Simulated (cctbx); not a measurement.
# A crystallographic session in cctbx: Y4Cd7Ge6

Library: cctbx 2025.11. The data are simulated by the first script.

## 1. Simulate the data

run.py:

```python
from cctbx import adptbx, crystal, miller, sgtbx, xray
from cctbx.array_family import flex
from iotbx.shelx import hklf
from scitbx import matrix
import scitbx.random

cs = crystal.symmetry(unit_cell=(16.701, 4.401, 12.538, 90, 121.38, 90), space_group_symbol='Hall: -C 2y')  # C2/m
atoms = [  # label, site, U (iso, or U11 U22 U33 U12 U13 U23 in A^2), occupancy
    ("Cd1", (0, 0.5, 0.5), (0.0065, 0.0062, 0.0073, 0.0000, 0.0037, 0.0000), 1),
    ("Cd2", (0.6884, 0, 0.153), (0.0069, 0.0055, 0.0057, 0.0000, 0.0035, 0.0000), 1),
    ("Cd3", (0.061, 0, 0.3973), (0.0095, 0.0075, 0.0081, 0.0000, 0.0054, 0.0000), 1),
    ("Cd4", (0.0443, 0, 0.1442), (0.0041, 0.0060, 0.0048, 0.0000, 0.0021, 0.0000), 1),
    ("Y1", (0.871, 0.5, 0.1583), (0.0060, 0.0090, 0.0075, 0.0000, 0.0027, 0.0000), 1),
    ("Y2", (0.769, 0.5, 0.3925), (0.0060, 0.0064, 0.0067, 0.0000, 0.0037, 0.0000), 1),
    ("Ge1", (0.1104, 0.5, 0.3126), (0.0095, 0.0103, 0.0066, 0.0000, 0.0033, 0.0000), 1),
    ("Ge2", (0.6468, 0.5, 0.0239), (0.0071, 0.0076, 0.0076, 0.0000, 0.0035, 0.0000), 1),
    ("Ge3", (0.1201, 0, 0.6544), (0.0066, 0.0089, 0.0074, 0.0000, 0.0029, 0.0000), 1),
]
xs = xray.structure(crystal_symmetry=cs)
for label, site, u, occ in atoms:
    u = adptbx.u_cif_as_u_star(cs.unit_cell(), u) if isinstance(u, tuple) else u
    xs.add_scatterer(xray.scatterer(label, site=site, u=u, occupancy=occ))
xs.set_inelastic_form_factors(0.56087, "sasaki")
xs.show_summary()
p1 = xs.expand_to_p1()
ms = miller.build_set(p1, anomalous_flag=True, d_min=1.1)
flex.set_random_seed(356425)
scitbx.random.set_random_seed(356425)
ms = ms.select(flex.random_double(ms.size()) < 0.5)
i = ms.structure_factors_from_scatterers(p1, algorithm="direct").f_calc().as_intensity_array().data()
i = i * 70000 / flex.max(i)
sig = flex.sqrt(i + flex.pow2(0.03 * i) + 15 ** 2)
noise = scitbx.random.variate(scitbx.random.normal_distribution())(i.size())
data = ms.array(data=i + sig * noise, sigmas=sig).set_observation_type_xray_intensity()
with open("data.hkl", "w") as f:
    data.export_as_shelx_hklf(f)
print("reflections written:", data.size(), " <I/sigma> = %.1f" % flex.mean(data.data() / data.sigmas()))
for h, a, b in list(data.sort("data"))[:12]:
    print("%4d%4d%4d %9.1f %7.1f" % (h + (a, b)))
```

```console
$ python run.py
```

```text
Number of scatterers: 9
At special positions: 9
Unit cell: (16.701, 4.401, 12.538, 90, 121.38, 90)
Space group: C 1 2/m 1 (No. 12)
reflections written: 1175  <I/sigma> = 11.3
   3   1  -4   71430.0  2116.7
   3  -1  -4   70646.1  2116.7
  -3  -1   4   68988.2  2116.7
  -6   0   5   43928.4  1340.3
  -6   0   1   38580.3  1219.2
  -3   3   4   36826.9  1075.1
   3  -3  -4   36616.9  1075.1
   6  -2  -5   32427.1   938.9
  -6   2   5   29949.9   938.9
   0   0   4   29329.2   920.7
  -9  -1   9   28880.7   859.6
   6   2  -5   28481.4   938.9
```

Run time: 0.39 s on 1 thread of Arm Neoverse N1, with other jobs on the host, peak memory 0.07 GiB.

## 2. Refinement (right model)

run.py:

```python
import math
from cctbx import adptbx, crystal, maptbx, sgtbx, xray
from cctbx.array_family import flex
from cctbx.xray import observations
from iotbx.shelx import hklf
from scitbx.lstbx import normal_eqns_solving
from smtbx import absolute_structure, utils
from smtbx.refinement import constraints, least_squares

cs = crystal.symmetry(unit_cell=(16.701, 4.401, 12.538, 90, 121.38, 90), space_group_symbol='Hall: -C 2y')  # C2/m
atoms = [  # label, site, U (iso, or U11 U22 U33 U12 U13 U23 in A^2), occupancy
    ("Cd1", (0, 0.5, 0.5), 0.0200, 1),
    ("Cd2", (0.688, 0, 0.1542), 0.0200, 1),
    ("Cd3", (0.0613, 0, 0.3999), 0.0200, 1),
    ("Cd4", (0.0445, 0, 0.1428), 0.0200, 1),
    ("Y1", (0.8712, 0.5, 0.1581), 0.0200, 1),
    ("Y2", (0.7678, 0.5, 0.3905), 0.0200, 1),
    ("Ge1", (0.1107, 0.5, 0.3145), 0.0200, 1),
    ("Ge2", (0.6451, 0.5, 0.0216), 0.0200, 1),
    ("Ge3", (0.1221, 0, 0.6582), 0.0200, 1),
]
xs = xray.structure(crystal_symmetry=cs)
for label, site, u, occ in atoms:
    u = adptbx.u_cif_as_u_star(cs.unit_cell(), u) if isinstance(u, tuple) else u
    xs.add_scatterer(xray.scatterer(label, site=site, u=u, occupancy=occ))
xs.set_inelastic_form_factors(0.56087, "sasaki")
raw = hklf.reader(file_name="data.hkl").as_miller_arrays(crystal_symmetry=cs, anomalous=True)[0]
merged = raw.eliminate_sys_absent().merge_equivalents()
fo2 = merged.array().set_observation_type_xray_intensity()
print("Rint %.3f, %d unique reflections to %.2f A" % (merged.r_int(), fo2.size(), fo2.d_min()))
for sc in xs.scatterers():
    sc.flags.set_grad_site(True)
    sc.flags.set_grad_u_aniso(sc.flags.use_u_aniso())
    sc.flags.set_grad_u_iso(sc.flags.use_u_iso())
obs = fo2.as_xray_observations()
extra = {}
rep = constraints.reparametrisation(xs, [], utils.connectivity_table(xs), **extra)
ls = least_squares.crystallographic_ls(obs, rep, weighting_scheme=least_squares.mainstream_shelx_weighting(a=0, b=0))
print("cycle     R1     wR2    GooF  max shift (A)")
for cycle in range(8):
    ls.build_up()
    r1, wr2, goof = ls.r1_factor(cutoff_factor=2)[0], ls.wR2(), ls.goof()
    old = xs.sites_cart()
    normal_eqns_solving.levenberg_marquardt_iterations(ls, n_max_iterations=3, tau=1e-06, step_threshold=1e-7)
    big = flex.max((xs.sites_cart() - old).norms())
    print("%4d %7.4f %7.4f %7.3f %9.5f" % (cycle + 1, r1, wr2, goof, big))
    ls.build_up(objective_only=True)
    if abs(ls.wR2() - wr2) < 5e-5 and big < 5e-4:
        break
ls.build_up()
print("final R1 %.4f wR2 %.4f GooF %.3f  parameters %d  data/parameter %.1f" % (ls.r1_factor(cutoff_factor=2)[0], ls.wR2(), ls.goof(), ls.n_parameters, fo2.size() / ls.n_parameters))
cov = ls.covariance_matrix_and_annotations()
su = dict(zip(cov.annotations, (math.sqrt(max(v, 0)) for v in cov.matrix.matrix_packed_u_diagonal())))
a2 = cs.unit_cell().reciprocal_parameters()[0] ** -2
print("atom        x        y        z      Ueq    occ   su(xyz)  su(Uiso or U11)")
for sc in xs.scatterers():
    s = max(su.get(sc.label + k, 0) for k in (".x", ".y", ".z"))
    npd = "" if sc.is_positive_definite_u(cs.unit_cell()) else "  NPD"
    print("%-5s %8.5f %8.5f %8.5f %8.4f %6.3f %8.5f %7.4f%s" % ((sc.label,) + sc.site + (sc.u_iso_or_equiv(cs.unit_cell()), sc.occupancy, s, su.get(sc.label + ".uiso", su.get(sc.label + ".u11", 0) * a2), npd)))
fo = fo2.f_sq_as_f()
fc = fo.structure_factors_from_scatterers(xs, algorithm="direct").f_calc()
diff = fo.f_obs_minus_f_calc(1 / math.sqrt(ls.scale_factor()), fc).average_bijvoet_mates()
m = diff.fft_map(symmetry_flags=maptbx.use_space_group_symmetry, resolution_factor=0.25).apply_volume_scaling()
print("difference map: max %.2f min %.2f rms %.2f" % (m.statistics().max(), m.statistics().min(), m.statistics().sigma()))
peaks = m.peak_search(parameters=maptbx.peak_search_parameters(min_distance_sym_equiv=0.6, max_clusters=6)).all()
near = xs.closest_distances(peaks.sites(), distance_cutoff=4)
sps = cs.special_position_settings(min_distance_sym_equiv=0.5)
for k, (x, h) in enumerate(zip(peaks.sites(), peaks.heights())):
    ss = sps.site_symmetry(x)
    print("Q%-3d %7.4f %7.4f %7.4f %4d %7.2f  %.2f A from %s" % ((k + 1,) + tuple(t % 1 for t in ss.exact_site()) + (ss.multiplicity(), h, near.smallest_distances[k], xs.scatterers()[near.i_seqs[k]].label)))
```

```console
$ python run.py
```

```text
Rint 0.022, 317 unique reflections to 1.10 A
cycle     R1     wR2    GooF  max shift (A)
   1  0.0744  0.1930   6.309   0.04085
   2  0.0118  0.0315   1.030   0.00000
final R1 0.0118 wR2 0.0315 GooF 1.030  parameters 25  data/parameter 12.7
atom        x        y        z      Ueq    occ   su(xyz)  su(Uiso or U11)
Cd1    0.00000  0.50000  0.50000   0.0068  1.000  0.00000  0.0003
Cd2    0.68845  0.00000  0.15307   0.0057  1.000  0.00006  0.0003
Cd3    0.06102  0.00000  0.39735   0.0080  1.000  0.00007  0.0003
Cd4    0.04435  0.00000  0.14424   0.0047  1.000  0.00006  0.0003
Y1     0.87110  0.50000  0.15839   0.0080  1.000  0.00008  0.0003
Y2     0.76903  0.50000  0.39240   0.0062  1.000  0.00008  0.0003
Ge1    0.11043  0.50000  0.31261   0.0091  1.000  0.00009  0.0003
Ge2    0.64685  0.50000  0.02396   0.0080  1.000  0.00009  0.0003
Ge3    0.12010  0.00000  0.65448   0.0082  1.000  0.00009  0.0003
difference map: max 0.60 min -0.51 rms 0.12
Q1    0.0062  0.0000  0.1926    4    0.62  1.08 A from Cd4
Q2    0.1283  0.5000  0.5634    4    0.53  1.50 A from Y2
Q3    0.0817  0.5000  0.0966    4    0.50  1.54 A from Cd2
Q4    0.1530  0.5000  0.2868    4    0.43  0.92 A from Ge1
Q5    0.1602  0.5000  0.0551    4    0.42  1.06 A from Cd2
Q6    0.1832  0.0000  0.5093    4    0.40  1.78 A from Cd3
```

Time: 0.55 s.

## 3. Simulate the data

run.py, as its changes from the last script of this kind:

```diff
@@ -26 +26 @@
-ms = miller.build_set(p1, anomalous_flag=True, d_min=1.1)
+ms = miller.build_set(p1, anomalous_flag=True, d_min=0.84)
```

```console
$ python run.py
```

```text
Number of scatterers: 9
At special positions: 9
Unit cell: (16.701, 4.401, 12.538, 90, 121.38, 90)
Space group: C 1 2/m 1 (No. 12)
reflections written: 2721  <I/sigma> = 8.8
   0   2   0   67466.6  2116.7
  -3   1   4   38766.9  1145.3
   3  -1  -4   38235.1  1145.3
  -3  -1   4   35419.2  1145.3
   3   1   2   26221.8   786.2
  -3   1  -2   25906.9   786.2
   3  -1   2   25098.2   786.2
   6   0  -5   24258.7   728.1
   6   0  -1   21758.6   662.9
  -3   3   4   19805.6   585.5
  -3  -3   4   18760.3   585.5
   3   3  -4   18537.2   585.5
```

Time: 0.39 s.

## 4. Refinement (right model)

run.py, as its changes from the last script of this kind:

```diff
@@ -13,8 +13,8 @@
-    ("Cd2", (0.688, 0, 0.1542), 0.0200, 1),
-    ("Cd3", (0.0613, 0, 0.3999), 0.0200, 1),
-    ("Cd4", (0.0445, 0, 0.1428), 0.0200, 1),
-    ("Y1", (0.8712, 0.5, 0.1581), 0.0200, 1),
-    ("Y2", (0.7678, 0.5, 0.3905), 0.0200, 1),
-    ("Ge1", (0.1107, 0.5, 0.3145), 0.0200, 1),
-    ("Ge2", (0.6451, 0.5, 0.0216), 0.0200, 1),
-    ("Ge3", (0.1221, 0, 0.6582), 0.0200, 1),
+    ("Cd2", (0.6889, 0, 0.1559), 0.0200, 1),
+    ("Cd3", (0.0607, 0, 0.3976), 0.0200, 1),
+    ("Cd4", (0.0443, 0, 0.144), 0.0200, 1),
+    ("Y1", (0.8691, 0.5, 0.157), 0.0200, 1),
+    ("Y2", (0.77, 0.5, 0.3933), 0.0200, 1),
+    ("Ge1", (0.1089, 0.5, 0.3119), 0.0200, 1),
+    ("Ge2", (0.647, 0.5, 0.0239), 0.0200, 1),
+    ("Ge3", (0.1177, 0, 0.6552), 0.0200, 1),
@@ -26,0 +27 @@
+xs.convert_to_anisotropic()
```

```console
$ python run.py
```

```text
Rint 0.025, 707 unique reflections to 0.84 A
cycle     R1     wR2    GooF  max shift (A)
   1  0.1147  0.2545   7.080   0.04644
   2  0.0145  0.0340   0.946   0.00000
final R1 0.0145 wR2 0.0340 GooF 0.946  parameters 52  data/parameter 13.6
atom        x        y        z      Ueq    occ   su(xyz)  su(Uiso or U11)
Cd1    0.00000  0.50000  0.50000   0.0065  1.000  0.00000  0.0003
Cd2    0.68839  0.00000  0.15292   0.0061  1.000  0.00004  0.0002
Cd3    0.06102  0.00000  0.39731   0.0079  1.000  0.00004  0.0003
Cd4    0.04427  0.00000  0.14415   0.0050  1.000  0.00004  0.0002
Y1     0.87099  0.50000  0.15826   0.0077  1.000  0.00005  0.0003
Y2     0.76900  0.50000  0.39247   0.0063  1.000  0.00005  0.0003
Ge1    0.11043  0.50000  0.31276   0.0091  1.000  0.00006  0.0004
Ge2    0.64671  0.50000  0.02384   0.0076  1.000  0.00006  0.0003
Ge3    0.12008  0.00000  0.65432   0.0080  1.000  0.00006  0.0003
difference map: max 1.11 min -1.40 rms 0.23
Q1    0.0220  0.0000  0.7261    4    1.15  1.44 A from Cd3
Q2    0.2526  0.0000  0.3074    4    0.95  0.95 A from Y2
Q3    0.0615  0.0000  0.8192    4    0.92  2.04 A from Cd4
Q4    0.0358  0.5000  0.6970    4    0.91  1.67 A from Y1
Q5    0.0867  0.0000  0.2269    4    0.84  0.90 A from Cd4
Q6    0.1544  0.0000  0.2312    4    0.83  1.58 A from Cd4
```

Time: 0.55 s.

## 5. Simulate the data

run.py, as its changes from the last script of this kind:

```diff
@@ -26 +26 @@
-ms = miller.build_set(p1, anomalous_flag=True, d_min=0.84)
+ms = miller.build_set(p1, anomalous_flag=True, d_min=0.6)
```

```console
$ python run.py
```

```text
Number of scatterers: 9
At special positions: 9
Unit cell: (16.701, 4.401, 12.538, 90, 121.38, 90)
Space group: C 1 2/m 1 (No. 12)
reflections written: 7556  <I/sigma> = 8.7
   3   1  -4   72926.0  2116.7
   3  -1  -4   68182.4  2116.7
  -3   1   4   68168.3  2116.7
   0   4   0   55681.5  1644.7
  -3   1  -2   50029.8  1448.5
  -3  -1  -2   46044.7  1448.5
  -6   0   5   43874.2  1340.3
  -6   0   1   42365.2  1219.2
   6   0  -1   40604.0  1219.2
  -3   3   4   35149.7  1075.1
   6  -2  -5   32153.8   938.9
   0   0  -4   29282.5   920.7
```

Time: 0.43 s.

## 6. Refinement (right model)

run.py, as its changes from the last script of this kind:

```diff
@@ -13,8 +13,8 @@
-    ("Cd2", (0.6889, 0, 0.1559), 0.0200, 1),
-    ("Cd3", (0.0607, 0, 0.3976), 0.0200, 1),
-    ("Cd4", (0.0443, 0, 0.144), 0.0200, 1),
-    ("Y1", (0.8691, 0.5, 0.157), 0.0200, 1),
-    ("Y2", (0.77, 0.5, 0.3933), 0.0200, 1),
-    ("Ge1", (0.1089, 0.5, 0.3119), 0.0200, 1),
-    ("Ge2", (0.647, 0.5, 0.0239), 0.0200, 1),
-    ("Ge3", (0.1177, 0, 0.6552), 0.0200, 1),
+    ("Cd2", (0.6851, 0, 0.1479), 0.0200, 1),
+    ("Cd3", (0.0595, 0, 0.3972), 0.0200, 1),
+    ("Cd4", (0.0445, 0, 0.1426), 0.0200, 1),
+    ("Y1", (0.8696, 0.5, 0.1559), 0.0200, 1),
+    ("Y2", (0.7708, 0.5, 0.393), 0.0200, 1),
+    ("Ge1", (0.111, 0.5, 0.3119), 0.0200, 1),
+    ("Ge2", (0.6435, 0.5, 0.0204), 0.0200, 1),
+    ("Ge3", (0.1211, 0, 0.6518), 0.0200, 1),
```

```console
$ python run.py
```

```text
Rint 0.024, 1896 unique reflections to 0.60 A
cycle     R1     wR2    GooF  max shift (A)
   1  0.2229  0.4706  12.754   0.05862
   2  0.0151  0.0351   0.952   0.00000
final R1 0.0151 wR2 0.0351 GooF 0.952  parameters 52  data/parameter 36.5
atom        x        y        z      Ueq    occ   su(xyz)  su(Uiso or U11)
Cd1    0.00000  0.50000  0.50000   0.0067  1.000  0.00000  0.0001
Cd2    0.68839  0.00000  0.15298   0.0059  1.000  0.00002  0.0001
Cd3    0.06100  0.00000  0.39730   0.0080  1.000  0.00002  0.0001
Cd4    0.04429  0.00000  0.14420   0.0051  1.000  0.00002  0.0001
Y1     0.87104  0.50000  0.15833   0.0079  1.000  0.00002  0.0001
Y2     0.76899  0.50000  0.39252   0.0062  1.000  0.00002  0.0001
Ge1    0.11044  0.50000  0.31265   0.0093  1.000  0.00003  0.0001
Ge2    0.64680  0.50000  0.02389   0.0076  1.000  0.00003  0.0001
Ge3    0.12010  0.00000  0.65436   0.0081  1.000  0.00003  0.0001
difference map: max 1.39 min -1.30 rms 0.27
Q1    0.1432  0.0000  0.1090    4    1.41  1.10 A from Ge2
Q2    0.0817  0.0000  0.5874    4    1.26  0.75 A from Ge3
Q3    0.0565  0.0000  0.4521    4    1.19  0.73 A from Cd3
Q4    0.1360  0.5000  0.6411    4    1.14  1.84 A from Y2
Q5    0.2182  0.5000  0.3165    4    1.09  1.78 A from Ge1
Q6    0.2288  0.0000  0.3889    4    1.05  0.65 A from Y2
```

Run time: 0.61 s on 1 thread of Arm Neoverse N1, on a shared host, peak memory 0.09 GiB.

[Logs are printed without paths, hosts, clocks, repeated set-up lines and the standing remarks that a program may print on its own settings, such as how far it seeks lower states.]
